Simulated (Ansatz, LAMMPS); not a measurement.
# Static equation of state of amorphous SnO2 (108 atoms)

Density of this cell: 6.07 g/cm³. The cell holds 108 atoms: 36 Sn and 72 O. Cell: a = 11.009 Å, b = 11.528 Å, c = 11.747 Å, α = 89.0°, β = 89.8°, γ = 84.9°. The starting structure: 108 atoms (36 Sn, 72 O) placed at random at 6.03 g/cm³, melted at 5000 K for 10 ps at fixed volume with the Morse and Coulomb pair potential with partial charges (Pedone, Malavasi, Menziani, Cormack and Segre, J. Phys. Chem. B 110, 11780 (2006)). Quenched from 5000 K to 300 K at 50 K/ps and fixed volume, held 10 ps at zero pressure, then minimised at fixed cell.

Calculated with Ansatz 0.2.0: Kohn-Sham DFT, PBE, PAW (set soft_1), plane waves; PAW set soft_1; cutoff 420 eV, Γ point, fixed occupations. Cell and atoms were relaxed first, to V0 = 13.747 Å³ an atom at a residual P0 = 0.000 GPa. The cell was then scaled evenly, and the atoms were relaxed at each volume.

```
volume (Å³/atom)  pressure (GPa)
          12.372               ?
          12.922           6.762
          13.334           3.116
          14.159          -2.562
          14.572          -4.167
```

**Question.** Fit the third-order Birch–Murnaghan equation to the rows given and extrapolate to the withheld row.

Worked fit:

Take the Eulerian strain f = ½[(V0/V)^(2/3) − 1] and the normalised pressure F = (P − P0) / [3f(1 + 2f)^(5/2)]. The third-order Birch–Murnaghan equation is then the line F = B0 + (3/2)B0(B′ − 4) f, so u = f and v = F.

| u = f | v = F (GPa) |
| --- | --- |
| 0.0210563 | 96.5435 |
| 0.0102573 | 96.2455 |
| -0.00975671 | 91.9597 |
| -0.0190506 | 80.3561 |

With n = 4: mean u = 6.2657e-4, mean v = 91.2762, Σ(u − ū)² = 0.0010051, Σ(u − ū)(v − v̄) = 0.36325. Slope b = 0.36325 / 0.0010051 = 361.39; intercept a = v̄ − b ū = 91.050.

So B0 = a = 91.0 GPa and B′ = 4 + 2b/(3a) = 6.65. At the withheld volume f = 0.03638, F = a + b f = 104.2 GPa, and P = P0 + 3f(1 + 2f)^(5/2) F.

Prediction at 12.372: 13.56 GPa. The run gave 10.40 GPa, so the fit is high by 3.2 GPa (30 % of the value).

The series isn't one smooth equation of state: even a line fitted to all rows, the withheld one included, misses F by up to 12.1 %, the count of bonds changes along the series and an atom moves over 0.5 Å in some relaxation. B0 and B′ are then only the numbers of this fit, not moduli of the material. Among the rows given, the largest miss of the fit is at 14.572, by 0.20 GPa (1.4 % of the range of the table).

Limits: Static cells at zero temperature; the cell shape is held. The program notes that the SCF threshold of these relaxations is loose for the stress. The quench rate of 50 K/ps is many orders above laboratory rates, so the cell is likely richer in defects and strain than a real sample. The network of bonds at the start is that of the classical potential that made the cell, and needn't be the one that DFT or experiment would give. Only the Γ point is sampled, in a cell whose shortest periodic width is 11 Å.

[Long decimals in the printed logs are rounded to 6 places.]

[Logs are printed without paths, hosts, clocks, repeated set-up lines and the standing remarks that a program may print on its own settings, such as how far it seeks lower states.]

[Hosts, paths, dates, database ids (printed as entryN), source tags and the programs' standing remarks are cut or masked in the printed files.]
